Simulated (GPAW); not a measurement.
# Near-edge structure at the Zr L₃ edge of ZrS (Fm-3m)

Aim: the near-edge shape at the Zr L₃ edge of ZrS (Fm-3m), and what the core hole does to it.

Main program and level: GPAW 26.7.0; X-ray absorption from dipole matrix elements to empty bands, plane-wave PAW LDA.

This is a report of a sequence of runs, with most program output left out.

The database entry behind the starting cell differs from later determinations by our own check (an axis about 1.9 % long against later determinations), so it need not match the best structure at ambient conditions.

### 1. Starting point

The structure is cubic, space group Fm-3m (No. 225). Conventional cell: a = 5.250 Å, b = 5.250 Å, c = 5.250 Å, α = 90.00°, β = 90.00°, γ = 90.00°. Nearest to Zr lie 6 S at 2.62 Å. Nearest to S lie 6 Zr at 2.62 Å. Farther neighbours and most contacts between anions are not listed.

### 2. Ground state of the crystal

A plain self-consistent run shows whether there is a gap, which decides the set-up of the core-hole run.

Contents of scf.py:

```python
import numpy as np
from ase import Atoms
from ase.parallel import parprint, paropen
from gpaw import GPAW, PW, FermiDirac, Mixer, MixerDif, setup_paths
from gpaw.test import gen
setup_paths.insert(0, '.')
gen('Zr', name='nch2p', xcname='LDA', corehole=(2, 1, 0), write_xml=True)
from gpaw.mpi import world
world.barrier()

atoms = Atoms('ZrS',
    cell=[[0, 2.625, 2.625],
     [2.625, 0, 2.625],
     [2.625, 2.625, 0]],
    scaled_positions=[[0, 0, 0],
     [0.5, 0.5, 0.5]],
    pbc=True)
atoms.calc = calc = GPAW(legacy_gpaw=True, mode=PW(430), xc='LDA', setups={0: 'nch2p'},
    kpts={'size': (8, 8, 8), 'gamma': True}, occupations=FermiDirac(0.05),
    charge=0, mixer=Mixer(0.1, 5, 50), maxiter=150,
    convergence={'density': 0.0001}, txt='scf.txt')
energy = atoms.get_potential_energy() + calc.get_reference_energy()
ef = calc.get_fermi_level()
out = dict(energy=energy, fermi=ef, forces=atoms.get_forces().tolist())
parprint(f'all-electron energy {energy:.4f} eV, Fermi level {ef:.4f} eV')
ev = np.array([[calc.get_eigenvalues(k, s) for k in range(len(calc.get_ibz_k_points()))] for s in range(calc.get_number_of_spins())])
out['homo'], out['lumo'], out['counts'] = ev[ev < ef].max(), ev[ev > ef].min(), sorted(set((ev < ef).sum((0, 2)).tolist()))
out['filled'] = (ev[:, 0] < ef).sum(1).tolist()
import json
with paropen('out.json', 'w') as f:
    json.dump(out, f)
```

The run is started by

```sh
$ OMP_NUM_THREADS=1 mpirun -n 4 gpaw python scf.py
```

Elapsed: 6.7 s, on 4 MPI ranks of Arm Neoverse V1, shared host; peak memory 0.16 GiB; 26 s of CPU time.

The mesh shows no gap, so the system is treated as a metal and the core electron is put at the Fermi level (neutral cell).

### 3. Spectrum without a core hole, Zr atom 1

Without a hole the spectrum is the empty density of states of the right symmetry on the absorber, weighted by matrix elements. It needs only the small cell and serves as the baseline. The data set with a hole of occupation 0 only carries the core orbital.

The absorber has 6 S at 2.62 Å (octahedral, site symmetry m-3m).

Contents of xas.py:

```python
import numpy as np
from ase import Atoms
from ase.parallel import parprint, paropen
from gpaw import GPAW, PW, FermiDirac, Mixer, MixerDif, setup_paths
from gpaw.test import gen
setup_paths.insert(0, '.')
gen('Zr', name='nch2p', xcname='LDA', corehole=(2, 1, 0), write_xml=True)
from gpaw.mpi import world
world.barrier()

atoms = Atoms('ZrS',
    cell=[[0, 2.625, 2.625],
     [2.625, 0, 2.625],
     [2.625, 2.625, 0]],
    scaled_positions=[[0, 0, 0],
     [0.5, 0.5, 0.5]],
    pbc=True)
atoms.calc = calc = GPAW(legacy_gpaw=True, mode=PW(430), xc='LDA', setups={0: 'nch2p'},
    kpts={'size': (11, 11, 11), 'gamma': True}, occupations=FermiDirac(0.1),
    charge=0, mixer=Mixer(0.1, 5, 50), maxiter=150,
    convergence={'density': 0.0001}, txt='scf.txt')
energy = atoms.get_potential_energy() + calc.get_reference_energy()
ef = calc.get_fermi_level()
out = dict(energy=energy, fermi=ef, forces=atoms.get_forces().tolist())
parprint(f'all-electron energy {energy:.4f} eV, Fermi level {ef:.4f} eV')
ev = np.array([[calc.get_eigenvalues(k, s) for k in range(len(calc.get_ibz_k_points()))] for s in range(calc.get_number_of_spins())])
out['homo'], out['lumo'], out['counts'] = ev[ev < ef].max(), ev[ev > ef].min(), sorted(set((ev < ef).sum((0, 2)).tolist()))
out['filled'] = (ev[:, 0] < ef).sum(1).tolist()

from ase.units import Ha
from gpaw.xas import dipole_matrix_elements
nb = int(calc.get_number_of_electrons() / 2) + 30
top = nb
nscf = calc.fixed_density(kpts={'size': (8, 8, 8), 'gamma': True},
    convergence={'eigenstates': 1.0}, txt='nscf.txt')
nscf.diagonalize_full_hamiltonian(nbands=nb)
cell = atoms.cell.array
ops = [cell.T @ U.T @ np.linalg.inv(cell.T) for U in nscf.wfs.kd.symmetry.op_scc]
E = np.arange(-25, 34, 0.1)
fwhm = np.interp(E, [4, 25], [1.57, 3.5])
Y, X, zero, highest = 0, 0, 1e9, 1e9
for spin in range(nscf.get_number_of_spins()):
    wfs = nscf.wfs
    A = dipole_matrix_elements(wfs.setups[0])
    eps = np.zeros((wfs.kd.nibzkpts, nb))
    d = np.zeros((3, A.shape[1], wfs.kd.nibzkpts, nb), complex)
    for kpt in wfs.kpt_u:
        if kpt.s == spin and 0 in kpt.P_ani:
            eps[kpt.k] = kpt.eps_n * Ha
            d[:, :, kpt.k] = (kpt.weight * wfs.nspins / 2) ** 0.5 * np.inner(A, kpt.P_ani[0])
    world.sum(eps)
    world.sum(d)
    T = np.einsum('amkn,bmkn->abkn', d, d.conj()).real
    T = sum(np.einsum('ai,ijkn,bj->abkn', R, T, R) for R in ops) / len(ops)
    empty = eps > ef
    zero, highest = min(zero, eps[empty].min()), min(highest, eps[:, top - 1].min())
    lines = [(eps, T, empty)] if spin == 0 else lines + [(eps, T, empty)]
for eps, T, empty in lines:
    f = np.einsum('aakn->akn', T).reshape(3, -1)
    x = eps.ravel() - zero
    w = np.interp(x, E, fwhm) / 2.35482
    g = np.exp(-0.5 * ((E[:, None] - x) / w) ** 2) / (w * (2 * np.pi) ** 0.5)
    Y = Y + (f * empty.ravel()) @ g.T
    X = X + (f * ~empty.ravel()) @ g.T
out.update(E=E.round(2).tolist(), xas=Y.tolist(), xes=X.tolist(), zero=zero, valid=highest - zero, nk=len(eps), nb=nb)
for i in range(0, len(E), 10):
    parprint(f'{E[i]:7.2f}', *(f'{v:10.3e}' for v in Y[:, i]))
import json
with paropen('out.json', 'w') as f:
    json.dump(out, f)
```

The run is started by

```sh
$ OMP_NUM_THREADS=1 mpirun -n 4 gpaw python xas.py
```

Run time: 18 s. Hardware: 4 MPI ranks; peak memory 0.24 GiB.

The Zr L₃ spectrum, Zr atom 1, no core hole (energy from the lowest empty level; intensity scaled to a mean of 1 over the first 20 eV):

```tsv
E (eV)	intensity
-2.0	0.00
-1.4	0.04
-0.8	0.24
-0.2	0.84
0.4	1.82
1.0	2.84
1.6	3.48
2.2	3.23
2.8	2.29
3.4	1.48
4.0	1.00
4.6	0.75
5.2	0.72
5.8	0.72
6.4	0.72
7.0	0.82
7.6	0.96
8.2	1.00
8.8	0.94
9.4	0.84
10.0	0.77
10.6	0.73
11.2	0.67
11.8	0.56
12.4	0.46
13.0	0.39
13.6	0.36
14.2	0.38
14.8	0.43
15.4	0.50
16.0	0.56
16.6	0.61
17.2	0.64
17.8	0.65
18.4	0.63
19.0	0.58
19.6	0.51
20.2	0.45
20.8	0.41
21.4	0.40
22.0	0.42
22.6	0.45
23.2	0.47
23.8	0.47
24.4	0.46
25.0	0.45
25.6	0.45
26.2	0.47
26.8	0.50
27.4	0.54
28.0	0.59
28.6	0.63
29.2	0.65
29.8	0.66
30.4	0.63
31.0	0.59
31.6	0.54
```

Main maxima below 30 eV (height): 1.8 eV (3.51), 8.2 eV (1.00), 17.8 eV (0.65) and 29.6 eV (0.66). At an L edge the dipole rule selects empty d (and weakly s) states on the absorber, and the strong line at the onset measures the empty part of its d band.

The same matrix elements for filled bands give the Zr L₃ emission of Zr atom 1 (ground-state approximation; energy from the lowest empty level, largest value 1):

```tsv
E (eV)	emission
-24.00	0.00
-23.25	0.00
-22.50	0.00
-21.75	0.00
-21.00	0.00
-20.25	0.00
-19.50	0.00
-18.75	0.00
-18.00	0.00
-17.25	0.00
-16.50	0.00
-15.75	0.01
-15.00	0.03
-14.25	0.03
-13.50	0.01
-12.75	0.00
-12.00	0.00
-11.25	0.00
-10.50	0.00
-9.75	0.00
-9.00	0.01
-8.25	0.04
-7.50	0.13
-6.75	0.30
-6.00	0.53
-5.25	0.53
-4.50	0.26
-3.75	0.10
-3.00	0.17
-2.25	0.40
-1.50	0.76
-0.75	1.00
0.00	0.69
0.75	0.20
1.50	0.02
2.25	0.00
3.00	0.00
```

Emission maxima: -5.6 eV (0.59) and -0.8 eV (1.00).

### 4. Reference energy of the supercell

The photon energy needs a difference of total energies, so the cell and mesh of the coming hole run are first run without a hole.

Edit scf.py of step 2 so:

```diff
@@ -10,11 +10,25 @@
 
-atoms = Atoms('ZrS',
-    cell=[[0, 2.625, 2.625],
-     [2.625, 0, 2.625],
-     [2.625, 2.625, 0]],
+atoms = Atoms('Zr8S8',
+    cell=[[0, 5.25, 5.25],
+     [5.25, 0, 5.25],
+     [5.25, 5.25, 0]],
     scaled_positions=[[0, 0, 0],
-     [0.5, 0.5, 0.5]],
+     [0, 0, 0.5],
+     [0, 0.5, 0],
+     [0.5, 0, 0],
+     [0, 0.5, 0.5],
+     [0.5, 0, 0.5],
+     [0.5, 0.5, 0],
+     [0.5, 0.5, 0.5],
+     [0.25, 0.25, 0.25],
+     [0.25, 0.25, 0.75],
+     [0.25, 0.75, 0.25],
+     [0.75, 0.25, 0.25],
+     [0.25, 0.75, 0.75],
+     [0.75, 0.25, 0.75],
+     [0.75, 0.75, 0.25],
+     [0.75, 0.75, 0.75]],
     pbc=True)
 atoms.calc = calc = GPAW(legacy_gpaw=True, mode=PW(430), xc='LDA', setups={0: 'nch2p'},
-    kpts={'size': (8, 8, 8), 'gamma': True}, occupations=FermiDirac(0.05),
+    kpts={'size': (4, 4, 4), 'gamma': True}, occupations=FermiDirac(0.1),
     charge=0, mixer=Mixer(0.1, 5, 50), maxiter=150,
```

The run is started by

```sh
$ OMP_NUM_THREADS=1 mpirun -n 4 gpaw python scf.py
```

Elapsed: 55 s, on 4 MPI ranks; peak memory 0.35 GiB; 3.6 min of CPU time.

Reference energy: -869016.960 eV with the cores included.

### 5. Spectrum with XCH, Zr atom 1

The holes are 7.4 Å apart. In GPAW the data set carries the hole's charge, so charge=0 means a charged cell and charge=-1 a neutral one. The excited electron is kept in the cell, where it fills the lowest empty states and screens the hole. After the field has converged, empty bands are computed with the density fixed and the dipole matrix elements are summed.

Edit xas.py of step 3 so:

```diff
@@ -6,3 +6,3 @@
 setup_paths.insert(0, '.')
-gen('Zr', name='nch2p', xcname='LDA', corehole=(2, 1, 0), write_xml=True)
+gen('Zr', name='fch2p', xcname='LDA', corehole=(2, 1, 1), write_xml=True)
 from gpaw.mpi import world
@@ -10,12 +10,26 @@
 
-atoms = Atoms('ZrS',
-    cell=[[0, 2.625, 2.625],
-     [2.625, 0, 2.625],
-     [2.625, 2.625, 0]],
+atoms = Atoms('Zr8S8',
+    cell=[[0, 5.25, 5.25],
+     [5.25, 0, 5.25],
+     [5.25, 5.25, 0]],
     scaled_positions=[[0, 0, 0],
-     [0.5, 0.5, 0.5]],
+     [0, 0, 0.5],
+     [0, 0.5, 0],
+     [0.5, 0, 0],
+     [0, 0.5, 0.5],
+     [0.5, 0, 0.5],
+     [0.5, 0.5, 0],
+     [0.5, 0.5, 0.5],
+     [0.25, 0.25, 0.25],
+     [0.25, 0.25, 0.75],
+     [0.25, 0.75, 0.25],
+     [0.75, 0.25, 0.25],
+     [0.25, 0.75, 0.75],
+     [0.75, 0.25, 0.75],
+     [0.75, 0.75, 0.25],
+     [0.75, 0.75, 0.75]],
     pbc=True)
-atoms.calc = calc = GPAW(legacy_gpaw=True, mode=PW(430), xc='LDA', setups={0: 'nch2p'},
-    kpts={'size': (11, 11, 11), 'gamma': True}, occupations=FermiDirac(0.1),
-    charge=0, mixer=Mixer(0.1, 5, 50), maxiter=150,
+atoms.calc = calc = GPAW(legacy_gpaw=True, mode=PW(430), xc='LDA', setups={0: 'fch2p'},
+    kpts={'size': (4, 4, 4), 'gamma': True}, occupations=FermiDirac(0.1),
+    charge=-1, mixer=Mixer(0.1, 5, 50), maxiter=150,
     convergence={'density': 0.0001}, txt='scf.txt')
@@ -31,10 +45,9 @@
 from gpaw.xas import dipole_matrix_elements
-nb = int(calc.get_number_of_electrons() / 2) + 30
-top = nb
-nscf = calc.fixed_density(kpts={'size': (8, 8, 8), 'gamma': True},
-    convergence={'eigenstates': 1.0}, txt='nscf.txt')
-nscf.diagonalize_full_hamiltonian(nbands=nb)
+nb = int(calc.get_number_of_electrons() / 2) + 215
+top, nb = nb, nb + 8 + nb // 12
+nscf = calc.fixed_density(kpts={'size': (4, 4, 4), 'gamma': True}, nbands=nb,
+    convergence={'bands': top, 'eigenstates': 1e-5}, maxiter=60, txt='nscf.txt')
 cell = atoms.cell.array
 ops = [cell.T @ U.T @ np.linalg.inv(cell.T) for U in nscf.wfs.kd.symmetry.op_scc]
-E = np.arange(-25, 34, 0.1)
+E = np.arange(-6, 34, 0.1)
 fwhm = np.interp(E, [4, 25], [1.57, 3.5])
```

The run is started by

```sh
$ OMP_NUM_THREADS=1 mpirun -n 4 gpaw python xas.py
```

It took 3.7 min on 4 MPI ranks; peak memory 0.53 GiB; 15 min of CPU time.

The Zr L₃ spectrum, Zr atom 1, excited-electron core hole (neutral cell) (energy from the lowest empty level; intensity scaled to a mean of 1 over the first 20 eV):

```tsv
E (eV)	intensity
-2.0	0.01
-1.5	0.07
-1.0	0.37
-0.5	1.25
0.0	2.65
0.5	3.90
1.0	4.29
1.5	3.75
2.0	2.83
2.5	1.97
3.0	1.33
3.5	0.91
4.0	0.66
4.5	0.58
5.0	0.59
5.5	0.58
6.0	0.60
6.5	0.71
7.0	0.86
7.5	0.95
8.0	0.96
8.5	0.90
9.0	0.81
9.5	0.73
10.0	0.69
10.5	0.66
11.0	0.61
11.5	0.54
12.0	0.45
12.5	0.39
13.0	0.36
13.5	0.35
14.0	0.37
14.5	0.41
15.0	0.47
15.5	0.53
16.0	0.58
16.5	0.61
17.0	0.64
17.5	0.64
18.0	0.64
18.5	0.61
19.0	0.56
19.5	0.50
20.0	0.45
20.5	0.42
21.0	0.41
21.5	0.42
22.0	0.44
22.5	0.47
23.0	0.48
23.5	0.49
24.0	0.48
24.5	0.47
25.0	0.47
25.5	0.47
26.0	0.49
26.5	0.53
27.0	0.57
27.5	0.61
28.0	0.65
28.5	0.67
29.0	0.69
29.5	0.69
30.0	0.66
30.5	0.63
31.0	0.58
```

Main maxima below 30 eV (height): 1.0 eV (4.29), 7.8 eV (0.97), 17.6 eV (0.64) and 29.2 eV (0.69). 

### 6. Reference energy of the cell

The cell and mesh change for the next run, so it gets a reference energy of its own.

Edit scf.py of step 4 so:

```diff
@@ -10,25 +10,11 @@
 
-atoms = Atoms('Zr8S8',
-    cell=[[0, 5.25, 5.25],
-     [5.25, 0, 5.25],
-     [5.25, 5.25, 0]],
+atoms = Atoms('ZrS',
+    cell=[[0, 2.625, 2.625],
+     [2.625, 0, 2.625],
+     [2.625, 2.625, 0]],
     scaled_positions=[[0, 0, 0],
-     [0, 0, 0.5],
-     [0, 0.5, 0],
-     [0.5, 0, 0],
-     [0, 0.5, 0.5],
-     [0.5, 0, 0.5],
-     [0.5, 0.5, 0],
-     [0.5, 0.5, 0.5],
-     [0.25, 0.25, 0.25],
-     [0.25, 0.25, 0.75],
-     [0.25, 0.75, 0.25],
-     [0.75, 0.25, 0.25],
-     [0.25, 0.75, 0.75],
-     [0.75, 0.25, 0.75],
-     [0.75, 0.75, 0.25],
-     [0.75, 0.75, 0.75]],
+     [0.5, 0.5, 0.5]],
     pbc=True)
 atoms.calc = calc = GPAW(legacy_gpaw=True, mode=PW(430), xc='LDA', setups={0: 'nch2p'},
-    kpts={'size': (4, 4, 4), 'gamma': True}, occupations=FermiDirac(0.1),
+    kpts={'size': (8, 8, 8), 'gamma': True}, occupations=FermiDirac(0.1),
     charge=0, mixer=Mixer(0.1, 5, 50), maxiter=150,
```

The run is started by

```sh
$ OMP_NUM_THREADS=1 mpirun -n 4 gpaw python scf.py
```

Run time: 6.7 s. Hardware: 4 MPI ranks; peak memory 0.16 GiB; 26 s of CPU time.

### 7. Spectrum with XCH, Zr atom 1

A smaller cell brings the holes closer; here they are 3.7 Å apart.

Changed against the first core-hole run: supercell atoms from 16 to 2; the field's mesh follows (4×4×4 to 8×8×8).

Edit xas.py of step 5 so:

```diff
@@ -10,25 +10,11 @@
 
-atoms = Atoms('Zr8S8',
-    cell=[[0, 5.25, 5.25],
-     [5.25, 0, 5.25],
-     [5.25, 5.25, 0]],
+atoms = Atoms('ZrS',
+    cell=[[0, 2.625, 2.625],
+     [2.625, 0, 2.625],
+     [2.625, 2.625, 0]],
     scaled_positions=[[0, 0, 0],
-     [0, 0, 0.5],
-     [0, 0.5, 0],
-     [0.5, 0, 0],
-     [0, 0.5, 0.5],
-     [0.5, 0, 0.5],
-     [0.5, 0.5, 0],
-     [0.5, 0.5, 0.5],
-     [0.25, 0.25, 0.25],
-     [0.25, 0.25, 0.75],
-     [0.25, 0.75, 0.25],
-     [0.75, 0.25, 0.25],
-     [0.25, 0.75, 0.75],
-     [0.75, 0.25, 0.75],
-     [0.75, 0.75, 0.25],
-     [0.75, 0.75, 0.75]],
+     [0.5, 0.5, 0.5]],
     pbc=True)
 atoms.calc = calc = GPAW(legacy_gpaw=True, mode=PW(430), xc='LDA', setups={0: 'fch2p'},
-    kpts={'size': (4, 4, 4), 'gamma': True}, occupations=FermiDirac(0.1),
+    kpts={'size': (8, 8, 8), 'gamma': True}, occupations=FermiDirac(0.1),
     charge=-1, mixer=Mixer(0.1, 5, 50), maxiter=150,
@@ -45,6 +31,7 @@
 from gpaw.xas import dipole_matrix_elements
-nb = int(calc.get_number_of_electrons() / 2) + 215
-top, nb = nb, nb + 8 + nb // 12
-nscf = calc.fixed_density(kpts={'size': (4, 4, 4), 'gamma': True}, nbands=nb,
-    convergence={'bands': top, 'eigenstates': 1e-5}, maxiter=60, txt='nscf.txt')
+nb = int(calc.get_number_of_electrons() / 2) + 30
+top = nb
+nscf = calc.fixed_density(kpts={'size': (8, 8, 8), 'gamma': True},
+    convergence={'eigenstates': 1.0}, txt='nscf.txt')
+nscf.diagonalize_full_hamiltonian(nbands=nb)
 cell = atoms.cell.array
```

The run is started by

```sh
$ OMP_NUM_THREADS=1 mpirun -n 4 gpaw python xas.py
```

Elapsed: 16 s, on 4 MPI ranks; peak memory 0.23 GiB.

These settings depart from the first run's and aren't meant as converged.

The scaled spectrum changes by 7 % r.m.s. The highest intensity below 24 eV goes from 1.0 eV (4.29) to 0.8 eV (4.62).

```tsv
E (eV)	first run	this run
-2.0	0.01	0.01
-0.5	1.25	1.32
1.0	4.29	4.56
2.5	1.97	1.82
4.0	0.66	0.76
5.5	0.58	0.47
7.0	0.86	0.78
8.5	0.90	0.99
10.0	0.69	0.69
11.5	0.54	0.49
13.0	0.36	0.37
14.5	0.41	0.43
16.0	0.58	0.55
17.5	0.64	0.63
19.0	0.56	0.55
20.5	0.42	0.41
22.0	0.44	0.43
23.5	0.49	0.49
25.0	0.47	0.46
26.5	0.53	0.50
28.0	0.65	0.65
29.5	0.69	0.74
31.0	0.58	0.64
```

### 8. With and without the hole

Both curves are counted from their own zero, so only the shift of weight within the empty states shows.

```tsv
E (eV)	no hole	XCH
-2.0	0.00	0.01
-1.0	0.14	0.37
0.0	1.14	2.65
1.0	2.84	4.29
2.0	3.42	2.83
3.0	1.98	1.33
4.0	1.00	0.66
5.0	0.72	0.59
6.0	0.72	0.60
7.0	0.82	0.86
8.0	1.00	0.96
9.0	0.91	0.81
10.0	0.77	0.69
11.0	0.69	0.61
12.0	0.52	0.45
13.0	0.39	0.36
14.0	0.37	0.37
15.0	0.45	0.47
16.0	0.56	0.58
17.0	0.63	0.64
18.0	0.65	0.64
19.0	0.58	0.56
20.0	0.47	0.45
21.0	0.40	0.41
22.0	0.42	0.44
23.0	0.46	0.48
24.0	0.47	0.48
25.0	0.45	0.47
26.0	0.46	0.49
27.0	0.51	0.57
28.0	0.59	0.65
29.0	0.65	0.69
30.0	0.65	0.66
31.0	0.59	0.58
```

With each curve scaled to its own mean, the area from −2 to 6 eV with the hole is 13.0 against 11.6, and the centre of weight from −1 to 20 eV moves by -0.7 eV (first and strongest maxima below 20 eV: 1.8 eV (3.51), 8.2 eV (1.00) and 17.8 eV (0.65) without the hole, 1.0 eV (4.29), 7.8 eV (0.97) and 17.6 eV (0.64) with it); the shape changes all the same, by 39 % r.m.s.

### 9. Results

| Property | Result |
| --- | --- |
| absorber and edge | Zr L₃, atom 1 of the ground-state input (counted from 1) |
| surroundings | 6 S at 2.62 Å (octahedral, site symmetry m-3m) |
| highest intensity below 24 eV | 1.0 eV above the zero, height 4.29 |

In words: The Zr L₃ edge of atom 1, with 6 S at 2.62 Å (octahedral, site symmetry m-3m), has its highest intensity of the first 24 eV at 1.0 eV above the zero, 4.3 times the mean level of the first 20 eV (Gaussian full width 1.57 eV up to 4 eV, rising linearly to 3.5 eV at 25 eV). With each curve scaled to its own mean, the area from −2 to 6 eV with the hole is 13.0 against 11.6, and the centre of weight from −1 to 20 eV moves by -0.7 eV (first and strongest maxima below 20 eV: 1.8 eV (3.51), 8.2 eV (1.00) and 17.8 eV (0.65) without the hole, 1.0 eV (4.29), 7.8 eV (0.97) and 17.6 eV (0.64) with it); the shape changes all the same, by 39 % r.m.s. A cell with holes 3.7 Å apart changes the curve by 7 % r.m.s. (7 % after the best shift). 1 further run of this session is left out of this account as redundant. Only the L₃ part is meant: spin–orbit coupling of the core level isn't computed and the L₂ copy isn't added. The script folds with a Gaussian, whereas the core hole's own line is a Lorentzian, so the onset is too steep and the first peak too high. The unit cell's mesh shows no gap over 0.35 eV. That is right for a metallic compound; for a small-gap or correlated insulator it would be the fault of the functional or of the assumed magnetic order, and the hole would be screened too well. The structure is a published determination, not relaxed.

[Logs are printed without paths, hosts, clocks, repeated set-up lines and the standing remarks that a program may print on its own settings, such as how far it seeks lower states.]

[Hosts, paths, dates, database ids (printed as entryN), source tags and the programs' standing remarks are cut or masked in the printed files.]

[Lists of maxima count a maximum above −3 eV only where it reaches 4 % of the highest in the window and stands out from its surroundings by 2 % of it (1.5 % where it reaches 55 %); shoulders and weaker maxima are passed over, and of the rest the first, up to two pre-edge ones and the few strongest are named.]
